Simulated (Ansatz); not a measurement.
# Dielectric function and optical constants of NbPC (model structure), part 2 of 2

Aim: the dielectric function of NbPC (model structure), and the optical constants that follow from it. The cell was made here by substitution or stacking, whether or not such a phase is known. It was built so: All As replaced by P and Si replaced by C in the P4/nmm structure of NbSiAs.

Ansatz 0.2.0; DFT, PBE, plane-wave PAW, default files, scalar-relativistic, independent-particle optical response without local fields.

So far: The system as given; Relaxation. The relaxed cell has a = 3.213, c = 7.106 Å (conventional setting).

### Step 3. Ground state and bands

The self-consistent density comes first; it also tells whether there is a gap, which decides the occupations and the need for a Drude term.

This step: DFT, PBE, plane-wave PAW, default files, scalar-relativistic, ground state (Ansatz 0.2.0).

Input file input.yaml:

```yaml
crystal:
  lattice:
    - [3.213099531, 0.0, 0.0]
    - [0.0, 3.213099531, 0.0]
    - [0.0, 0.0, 7.1057955041]
  atoms:
    - { symbol: Nb, position: [0.0, 0.5, 0.7706457509] }
    - { symbol: Nb, position: [0.5, 0.0, 0.2293542491] }
    - { symbol: P, position: [0.0, 0.5, 0.3979645864] }
    - { symbol: P, position: [0.5, 0.0, 0.6020354136] }
    - { symbol: C, position: [0.5, 0.5, 0.0] }
    - { symbol: C, position: [0.0, 0.0, 0.0] }
kpoints:
  mp_grid: { grid: [7, 7, 3] }
  band_path:
    path:
      - [[0.0, 0.0, 0.0], [0.0, 0.5, 0.0], [0.5, 0.5, 0.0], [0.0, 0.0, 0.0], [0.0, 0.0, 0.5], [0.0, 0.5, 0.5], [0.5, 0.5, 0.5], [0.0, 0.0, 0.5]]
      - [[0.0, 0.5, 0.0], [0.0, 0.5, 0.5]]
      - [[0.5, 0.5, 0.0], [0.5, 0.5, 0.5]]
    npoints: 7
scf:
  occupations: { method: fermi_dirac, width: 0.05 }
  n_extra_bands: 10
hamiltonian:
  xc: pbe
  pseudopotentials: { kind: paw }
output:
  forces: true
  stress: true
  populations: true
  write_bands: true
```

Run with:

```sh
ansatz run input.yaml --threads 2 --pin off --max-ram 5120MiB --backend cpu --events-out ev --progress --plain --runs-dir out
```

The log of the run:

```text
[...]
Crystal: 6 atoms, lattice volume = 73.360 Å³
Basis set: ecut = 420 eV, 1423 PW (Γ), exchange–correlation on 48×48×96 points (8 copies of the dense FFT grid, shifted against one another)
Bands: 32, of which v1, the nominal top of the filled ones, is band 22 counted from 1 (21 counted from 0)
Symmetry: 16 space group operations
[...]
k-points: 20 of 147
[...]
SCF iter   1: F=—  HF=-11117.523334 eV  |F-HF|=—  |Δ(HF+E_count)|=         —  Δρ=7.14e-3  dr2=3.65e-2  ethr=1.77e-3  ⟨swp⟩=5.6  Hψ=2982  notcnv=0  defer=2
[...]
SCF iter   6: F=-11117.523942 eV  HF=-11117.523942 eV  |F-HF|=1.57e-8  |Δ(HF+E_count)|=   7.43e-7  Δρ=8.89e-6  dr2=5.50e-8  ethr=2.27e-10  ⟨swp⟩=8.8  Hψ=2954  notcnv=0
SCF 1 converged in 6 iterations: F = -11117.523942 eV  dr2 = 5.50e-8
[...]
NSCF: frozen V_eff on 66 k-points
SCF converged after 6 iterations
Free energy (F): -11117.523942 eV
[...]
Internal energy: -11117.514479 eV  (E = F + TS)
E sigma→0 (E₀):  -11117.519211 eV
Entropy (-TS):   -0.009462 eV (-1.577 meV/atom)
Fermi energy:    15.420324 eV
[...]
--- Forces (eV/Å), atoms counted from 1 ---
  atom   1  Nb     0.00000000     0.00000000     0.00005643
  atom   2  Nb    -0.00000000     0.00000000    -0.00005643
  atom   3  P     -0.00000000     0.00000000    -0.00021730
  atom   4  P      0.00000000     0.00000000     0.00021730
  atom   5  C     -0.00000000     0.00000000    -0.00000000
  atom   6  C      0.00000000     0.00000000     0.00000000
  max |Σ_I F_I| component: 2.71e-20 eV/Å
--- Stress (GPa, compression-positive) ---
       -0.001192      -0.000000       0.000000
       -0.000000      -0.001192       0.000000
        0.000000       0.000000      -0.003311
  P = ⅓ Tr σ = -0.0019 GPa (-0.019 kbar)
--- Band table (eV; the first three rows and the last of 20) ---
  k-point 0: bands = [... 18 lower, 13.0629, 14.2814, 14.7855, 15.0354, 15.0354, 16.9942, 17.2072, 17.2451, ... 6 higher]
  k-point 1: bands = [... 18 lower, 13.2235, 14.5541, 15.2715, 15.9651, 15.9651, 16.2493, 17.0540, 17.1799, ... 6 higher]
  k-point 2: bands = [... 18 lower, 13.0192, 14.4676, 14.7071, 15.0061, 15.8585, 16.4125, 17.1714, 17.2191, ... 6 higher]
  k-point 19: bands = [... 18 lower, 12.3699, 12.6880, 13.0981, 13.1083, 17.8673, 17.9581, 18.0784, 18.2689, ... 6 higher]
--- Löwdin populations: 6 sites ---
  site symbol       q [e]
     0     Nb     12.6454
     1     Nb     12.6454
     2      P      4.8946
     3      P      4.8946
     4      C      4.3221
     5      C      4.3221
  spilling = 0.006266 (of n_electrons = 44.000000)
```

Run time: 4.4 s. Hardware: 2 threads of Arm Neoverse V1, shared host; peak memory 0.36 GiB.

Read from the output:

* free energy: -11117.5239 eV
* Fermi energy: 15.42 eV
* electrons: 44
* symmetry operations: 16
* pressure: -0.001898 GPa
* volume: 73.36 Å³
* gap on the path: 0 eV

There are states at the Fermi level within the smearing, so the occupations stay smeared and the carriers get a Drude term. The cell is left with a pressure of 0.0 GPa after its relaxation.

Electronic bands along the path, in eV, zero at the Fermi level; # counts the bands kept:

| point | #11 | #12 | #13 | #14 | #15 | #16 | #17 | #18 |
| --- | --- | --- | --- | --- | --- | --- | --- | --- |
| Γ | -2.36 | -1.14 | -0.64 | -0.39 | -0.39 | 1.57 | 1.79 | 1.82 |
| 0.43 of the way | -2.40 | -1.38 | -1.11 | -0.01 | 0.60 | 1.02 | 1.86 | 2.06 |
| X | -1.75 | -1.75 | -1.54 | -1.54 | 0.55 | 0.55 | 2.76 | 2.76 |
| 0.43 of the way | -2.93 | -2.93 | -2.24 | -2.24 | 1.99 | 1.99 | 3.09 | 3.09 |
| M | -3.61 | -3.61 | -1.84 | -1.84 | 2.90 | 2.90 | 3.81 | 3.81 |
| 0.43 of the way | -2.58 | -2.42 | -2.35 | -1.58 | 0.39 | 2.45 | 2.79 | 3.22 |
| Γ | -2.36 | -1.14 | -0.64 | -0.39 | -0.39 | 1.57 | 1.79 | 1.82 |
| 0.43 of the way | -2.67 | -1.00 | -0.40 | 0.08 | 0.08 | 1.33 | 1.60 | 1.80 |
| Z | -1.69 | -0.77 | 0.06 | 0.39 | 0.96 | 0.96 | 1.69 | 1.70 |
| 0.43 of the way | -2.23 | -1.24 | -0.66 | -0.14 | 0.84 | 1.16 | 1.67 | 2.10 |
| R | -1.64 | -1.64 | -0.98 | -0.98 | 1.13 | 1.13 | 1.70 | 1.70 |
| 0.43 of the way | -2.34 | -2.34 | -1.84 | -1.84 | 1.26 | 1.26 | 2.72 | 2.72 |
| A | -2.67 | -2.67 | -2.61 | -2.61 | 2.35 | 2.35 | 2.90 | 2.90 |
| 0.43 of the way | -2.96 | -2.69 | -2.54 | -1.16 | 1.54 | 1.56 | 2.03 | 2.48 |
| Z | -1.69 | -0.77 | 0.06 | 0.39 | 0.96 | 0.96 | 1.69 | 1.70 |
| jump to X | -1.75 | -1.75 | -1.54 | -1.54 | 0.55 | 0.55 | 2.76 | 2.76 |
| 0.43 of the way | -1.58 | -1.58 | -1.44 | -1.44 | 0.77 | 0.77 | 2.50 | 2.50 |
| R | -1.64 | -1.64 | -0.98 | -0.98 | 1.13 | 1.13 | 1.70 | 1.70 |
| jump to M | -3.61 | -3.61 | -1.84 | -1.84 | 2.90 | 2.90 | 3.81 | 3.81 |
| 0.57 of the way | -3.21 | -3.21 | -2.13 | -2.13 | 2.88 | 2.88 | 2.90 | 2.90 |
| A | -2.67 | -2.67 | -2.61 | -2.61 | 2.35 | 2.35 | 2.90 | 2.90 |

### Step 4. Spectrum

The spectrum is a sum over vertical transitions between filled and empty bands at the fixed density, so many empty bands are needed.

This step: DFT, PBE, plane-wave PAW, default files, scalar-relativistic, independent-particle optical response without local fields (Ansatz 0.2.0).

input.yaml, the sections that differ from step 3:

```yaml
kpoints:
  mp_grid: { grid: [9, 9, 4] }
scf:
  occupations: { method: fermi_dirac, width: 0.1 }
output:
  optics:
    e_range: [0, 20]
    de: 0.05
    sigma: 0.15
    drude_damping: 0.03
    nscf_kmesh: { grid: [10, 10, 5] }
    bands: auto
# crystal, hamiltonian: as in step 3
```

The log of the run:

```text
[...]
Crystal: 6 atoms, lattice volume = 73.360 Å³
Basis set: ecut = 420 eV, 1423 PW (Γ)
Bands: 28, of which v1, the nominal top of the filled ones, is band 22 counted from 1 (21 counted from 0)
Symmetry: 16 space group operations
[...]
k-points: 45 of 324
[...]
SCF iter   1: F=—  HF=-11117.540396 eV  |F-HF|=—  |Δ(HF+E_count)|=         —  Δρ=7.13e-3  dr2=3.23e-2  ethr=1.77e-3  ⟨swp⟩=5.3  Hψ=5787  notcnv=0
[...]
SCF iter  10: F=-11117.541542 eV  HF=-11117.541542 eV  |F-HF|=1.82e-12  |Δ(HF+E_count)|=  3.64e-12  Δρ=2.07e-8  dr2=3.06e-13  ethr=1.00e-12  ⟨swp⟩=2.1  Hψ=2466  notcnv=0
SCF 1 converged in 10 iterations: F = -11117.541542 eV  dr2 = 3.06e-13
[...]
output.optics: what the bands over the 103 summed would add to eps1, eps2 and the energy-loss function is held between a lower and an upper bound (6 Lanczos steps). eps1, eps2 and their loss function (loss_summed_bands) are given on every row as the summed bands alone make them. Along an axis, on a row where the two bounds hold the loss function to about 1 % of the greater of itself and 0.5 % of |1/eps|, its cell (loss_completed) is given, with the completed eps1 and eps2 that it is formed of (a cell that is left empty reads nan in the table and null in the record). The two bounds hold it so along every axis on all 400 rows up to 20.000 eV. [rest of the remark cut]
SCF converged after 10 iterations
Free energy (F): -11117.541542 eV
[...]
Internal energy: -11117.488598 eV  (E = F + TS)
E sigma→0 (E₀):  -11117.515070 eV
Entropy (-TS):   -0.052944 eV (-8.824 meV/atom)
Fermi energy:    15.466039 eV
[...]
--- Band table (eV; the first three rows and the last of 45) ---
  k-point 0: bands = [... 18 lower, 13.0612, 14.2816, 14.7834, 15.0332, 15.0332, 16.9893, 17.2095, 17.2399, ... 2 higher]
  k-point 1: bands = [... 18 lower, 12.7910, 14.4578, 15.0919, 15.6361, 15.6361, 16.6043, 17.0241, 17.2015, ... 2 higher]
  k-point 2: bands = [... 18 lower, 13.7367, 14.6513, 15.4766, 15.8050, 16.3704, 16.3704, 17.1038, 17.1182, ... 2 higher]
  k-point 44: bands = [... 18 lower, 12.7359, 12.7963, 12.8732, 12.8904, 17.6858, 17.7696, 18.1436, 18.2133, ... 2 higher]
```

Elapsed: 2.8 min, on 2 threads; peak memory 1.5 GiB.

Numbers from this step:

* main peak of the optical conductivity above 1 eV, first axis: 5.109 eV
* Drude plasma energy, first axis: 4.153 eV
* bands summed: 103
* spectra valid up to: 45.23 eV
* program's estimate of the k-sum error in Im epsilon: 0.13 %
* electrons in the f-sum: 38.53

Table of Im ε by photon energy; read off at these points:

| photon energy (eV) | E ∥ x or y | E ∥ z |
| --- | --- | --- |
| 0.50 | 32.6 | 17.5 |
| 1.00 | 12.4 | 13.9 |
| 1.50 | 17.1 | 17.5 |
| 1.80 | 30.6 | 16.4 |
| 2.00 | 26.2 | 16.2 |
| 2.50 | 16.4 | 28.5 |
| 2.85 | 18.9 | 34.2 |
| 3.00 | 20.2 | 31.7 |
| 3.50 | 21.7 | 25.4 |
| 4.00 | 22.0 | 23.0 |
| 4.25 | 23.8 | 21.9 |
| 4.50 | 22.2 | 21.2 |
| 5.00 | 21.2 | 16.4 |
| 5.50 | 17.3 | 14.9 |
| 6.00 | 14.5 | 13.4 |
| 6.50 | 11.7 | 11.6 |
| 7.00 | 9.07 | 9.94 |
| 7.50 | 7.57 | 8.17 |
| 8.00 | 7.36 | 7.12 |
| 8.50 | 5.41 | 6.14 |
| 9.00 | 3.43 | 4.82 |
| 9.50 | 3.04 | 4.38 |
| 10.00 | 2.49 | 3.10 |
| 10.50 | 2.09 | 2.61 |
| 11.00 | 1.74 | 1.93 |
| 11.50 | 1.31 | 1.66 |
| 12.00 | 1.24 | 1.51 |
| 12.50 | 1.59 | 1.59 |
| 13.00 | 1.50 | 1.60 |
| 13.50 | 1.69 | 1.83 |
| 14.00 | 1.68 | 1.69 |
| 14.50 | 1.42 | 1.30 |
| 15.00 | 1.01 | 0.986 |
| 15.50 | 0.805 | 0.820 |
| 16.00 | 0.670 | 0.726 |
| 16.50 | 0.607 | 0.646 |
| 17.00 | 0.509 | 0.739 |
| 17.50 | 0.458 | 0.721 |
| 18.00 | 0.516 | 0.737 |
| 18.50 | 0.518 | 0.580 |
| 19.00 | 0.467 | 0.609 |
| 19.50 | 0.399 | 0.577 |
| 20.00 | 0.381 | 0.464 |

The Re ε by photon energy:

| photon energy (eV) | E ∥ x or y | E ∥ z |
| --- | --- | --- |
| 1 | 7.18 | 19.3 |
| 2 | 10.5 | 23.1 |
| 3 | 12.6 | 6.84 |
| 4 | 6.10 | 1.29 |
| 5 | -1.98 | -4.90 |
| 6 | -6.08 | -3.88 |
| 7 | -6.82 | -5.58 |
| 8 | -6.19 | -5.05 |
| 9 | -5.53 | -4.70 |
| 10 | -3.95 | -4.33 |
| 11 | -3.08 | -3.37 |
| 12 | -1.81 | -2.02 |
| 13 | -1.38 | -1.55 |
| 14 | -1.39 | -1.66 |
| 15 | -1.52 | -1.46 |
| 16 | -1.08 | -1.01 |
| 17 | -0.720 | -0.657 |
| 18 | -0.374 | -0.589 |
| 19 | -0.301 | -0.333 |
| 20 | -0.110 | -0.316 |

The reflectivity at normal incidence by photon energy; read off at these points:

| photon energy (eV) | E ∥ x or y (%) | E ∥ z (%) |
| --- | --- | --- |
| 0.50 | 88.2 | 61.8 |
| 1.00 | 40.0 | 45.5 |
| 1.50 | 49.1 | 48.4 |
| 1.80 | 55.8 | 47.9 |
| 2.00 | 53.7 | 48.5 |
| 2.50 | 45.2 | 55.2 |
| 3.00 | 48.8 | 58.1 |
| 3.50 | 50.5 | 54.4 |
| 4.00 | 51.6 | 55.0 |
| 4.50 | 54.3 | 54.9 |
| 5.00 | 56.4 | 57.1 |
| 5.50 | 59.1 | 56.6 |
| 6.00 | 58.4 | 53.8 |
| 6.50 | 61.8 | 55.5 |
| 7.00 | 60.8 | 56.8 |
| 7.50 | 58.9 | 57.7 |
| 8.00 | 60.4 | 56.4 |
| 8.50 | 65.4 | 59.9 |
| 8.90 | 69.2 | 59.4 |
| 9.00 | 68.6 | 58.6 |
| 9.50 | 66.1 | 61.3 |
| 10.00 | 65.1 | 63.5 |
| 10.50 | 64.4 | 63.5 |
| 11.00 | 65.2 | 65.6 |
| 11.50 | 65.1 | 62.0 |
| 12.00 | 57.1 | 55.7 |
| 12.50 | 45.5 | 50.7 |
| 13.00 | 45.1 | 47.0 |
| 13.50 | 41.7 | 43.3 |
| 14.00 | 43.3 | 47.9 |
| 14.50 | 49.4 | 52.4 |
| 15.00 | 56.6 | 56.0 |
| 15.50 | 57.0 | 56.9 |
| 16.00 | 57.1 | 53.2 |
| 16.50 | 54.5 | 49.3 |
| 17.00 | 53.6 | 41.9 |
| 17.50 | 48.2 | 38.1 |
| 18.00 | 38.6 | 39.6 |
| 18.50 | 37.6 | 40.5 |
| 19.00 | 37.1 | 33.2 |
| 19.50 | 34.1 | 35.6 |
| 20.00 | 29.7 | 38.0 |

Table of loss function −Im 1/ε at q → 0 by energy loss; read off at these points:

| energy loss (eV) | E ∥ x or y | E ∥ z |
| --- | --- | --- |
| 0.5 | 0.00757 | 0.0475 |
| 1.0 | 0.0605 | 0.0245 |
| 1.5 | 0.0203 | 0.0237 |
| 2.0 | 0.0329 | 0.0203 |
| 2.5 | 0.0460 | 0.0203 |
| 3.0 | 0.0356 | 0.0302 |
| 3.5 | 0.0393 | 0.0374 |
| 4.0 | 0.0422 | 0.0434 |
| 4.5 | 0.0450 | 0.0471 |
| 5.0 | 0.0468 | 0.0559 |
| 5.5 | 0.0516 | 0.0605 |
| 6.0 | 0.0586 | 0.0689 |
| 6.5 | 0.0595 | 0.0727 |
| 7.0 | 0.0704 | 0.0765 |
| 7.5 | 0.0829 | 0.0829 |
| 8.0 | 0.0796 | 0.0934 |
| 8.5 | 0.0756 | 0.0892 |
| 9.0 | 0.0810 | 0.106 |
| 9.5 | 0.0979 | 0.100 |
| 10.0 | 0.114 | 0.109 |
| 10.5 | 0.130 | 0.120 |
| 11.0 | 0.139 | 0.128 |
| 11.5 | 0.166 | 0.167 |
| 12.0 | 0.257 | 0.238 |
| 12.5 | 0.342 | 0.282 |
| 13.0 | 0.362 | 0.322 |
| 13.5 | 0.372 | 0.332 |
| 14.0 | 0.354 | 0.301 |
| 14.5 | 0.320 | 0.304 |
| 15.0 | 0.304 | 0.319 |
| 15.5 | 0.359 | 0.354 |
| 16.0 | 0.417 | 0.470 |
| 16.5 | 0.522 | 0.632 |
| 17.0 | 0.655 | 0.756 |
| 17.5 | 0.964 | 0.894 |
| 18.0 | 1.27 | 0.828 |
| 18.5 | 1.31 | 1.03 |
| 19.0 | 1.51 | 1.26 |
| 19.5 | 2.04 | 1.24 |
| 20.0 | 2.42 | 1.47 |

Values under 1 per cm are given as 1. The absorption coefficient by photon energy:

| photon energy (eV) | E ∥ x or y (1/cm) | E ∥ z (1/cm) |
| --- | --- | --- |
| 0.500 | 4.0e5 | 1.9e5 |
| 1.000 | 1.9e5 | 1.5e5 |
| 1.500 | 2.5e5 | 2.7e5 |
| 2.000 | 6.0e5 | 3.2e5 |
| 2.500 | 5.5e5 | 6.5e5 |
| 3.000 | 7.2e5 | 1.1e6 |
| 3.500 | 9.6e5 | 1.1e6 |
| 4.000 | 1.2e6 | 1.3e6 |
| 4.500 | 1.5e6 | 1.5e6 |
| 5.000 | 1.7e6 | 1.7e6 |
| 5.500 | 1.9e6 | 1.8e6 |
| 6.000 | 2.0e6 | 1.8e6 |
| 6.500 | 2.2e6 | 2.0e6 |
| 7.000 | 2.1e6 | 2.1e6 |
| 7.500 | 2.1e6 | 2.1e6 |
| 8.000 | 2.3e6 | 2.1e6 |
| 8.500 | 2.4e6 | 2.3e6 |
| 9.000 | 2.2e6 | 2.2e6 |
| 9.500 | 2.2e6 | 2.3e6 |
| 10.000 | 2.1e6 | 2.2e6 |
| 10.500 | 2.1e6 | 2.2e6 |
| 11.000 | 2.0e6 | 2.1e6 |
| 11.500 | 1.9e6 | 2.0e6 |
| 12.000 | 1.7e6 | 1.8e6 |
| 12.500 | 1.7e6 | 1.8e6 |
| 13.000 | 1.7e6 | 1.8e6 |
| 13.500 | 1.8e6 | 1.9e6 |
| 14.000 | 1.9e6 | 2.0e6 |
| 14.500 | 2.0e6 | 2.0e6 |
| 15.000 | 2.0e6 | 1.9e6 |
| 15.500 | 1.8e6 | 1.9e6 |
| 16.000 | 1.8e6 | 1.7e6 |
| 16.500 | 1.7e6 | 1.6e6 |
| 17.000 | 1.5e6 | 1.6e6 |
| 17.500 | 1.4e6 | 1.5e6 |
| 18.000 | 1.3e6 | 1.6e6 |
| 18.500 | 1.3e6 | 1.5e6 |
| 19.000 | 1.3e6 | 1.4e6 |
| 19.500 | 1.1e6 | 1.4e6 |
| 20.000 | 1.0e6 | 1.3e6 |

Optical constants at common wavelengths, from n + ik = √ε:

| wavelength (nm) | n xy | k xy | R (%) xy | 1/α xy | n z | k z | R (%) z | 1/α z |
| --- | --- | --- | --- | --- | --- | --- | --- | --- |
| 1064 | 3.98 | 1.552 | 41.5 | 55 nm | 4.95 | 1.499 | 47.4 | 56 nm |
| 800 | 5.27 | 1.799 | 50.5 | 35 nm | 4.87 | 1.754 | 48.1 | 36 nm |
| 633 | 4.50 | 3.033 | 54.4 | 17 nm | 5.02 | 1.608 | 48.3 | 31 nm |
| 532 | 3.74 | 2.688 | 49.6 | 16 nm | 5.59 | 2.082 | 53.2 | 20 nm |
| 450 | 4.16 | 2.212 | 47.2 | 16 nm | 5.23 | 3.209 | 57.4 | 11 nm |
| 365 | 4.05 | 2.637 | 50.1 | 11 nm | 4.02 | 3.108 | 53.9 | 9.3 nm |
| 308 | 3.81 | 2.896 | 51.6 | 8.5 nm | 3.47 | 3.290 | 54.9 | 7.5 nm |

A polished face would reflect 51 % of daylight and look light grey (CIE x = 0.317, y = 0.330 under D65).

### Step 5. Results

```yaml
gap_on_the_path: 0 eV
main_peak_of_the_optical_conductivity_above_1_ev_first_axis: 5.11 eV
drude_plasma_energy_first_axis: 4.15 eV
```

In words: At this level (PBE, independent particles) NbPC is a metal with a Drude plasma energy of 4.2 eV along x, 4.2 eV along y and 3.0 eV along z; it reflects 52 % at 550 nm. The cell grew by 7.2 % in volume. Along x the bare Drude plasma energy is 4.2 eV; Re ε first rises through zero at 0.88 eV, far lower, because interband transitions screen the carriers. Im ε is 13 there, so the loss peak at that energy is weak. A polished face would reflect 51 % of daylight and look light grey (CIE x = 0.317, y = 0.330 under D65). In the base run ε includes the program's bounded estimate of what the bands above those summed add. The carriers' damping of 0.03 eV is typed, not computed; at 0.8 eV the carriers give 8 % of Im ε, the rest is interband. The Fermi-Dirac width of 0.1 eV acts as an electron temperature of 1200 K in the carriers' term.

[Long decimals in the printed logs are rounded to 6 places.]

[Logs are printed without paths, hosts, clocks, repeated set-up lines and the standing remarks that a program may print on its own settings, such as how far it seeks lower states.]

[Hosts, paths, dates, database ids (printed as entryN), source tags and the programs' standing remarks are cut or masked in the printed files.]

[Where the starting crystal was built by hand or by swapping elements, it need not be the compound's stable phase.]

[The count of steps not shown may lack steps that the program refused or didn't finish.]
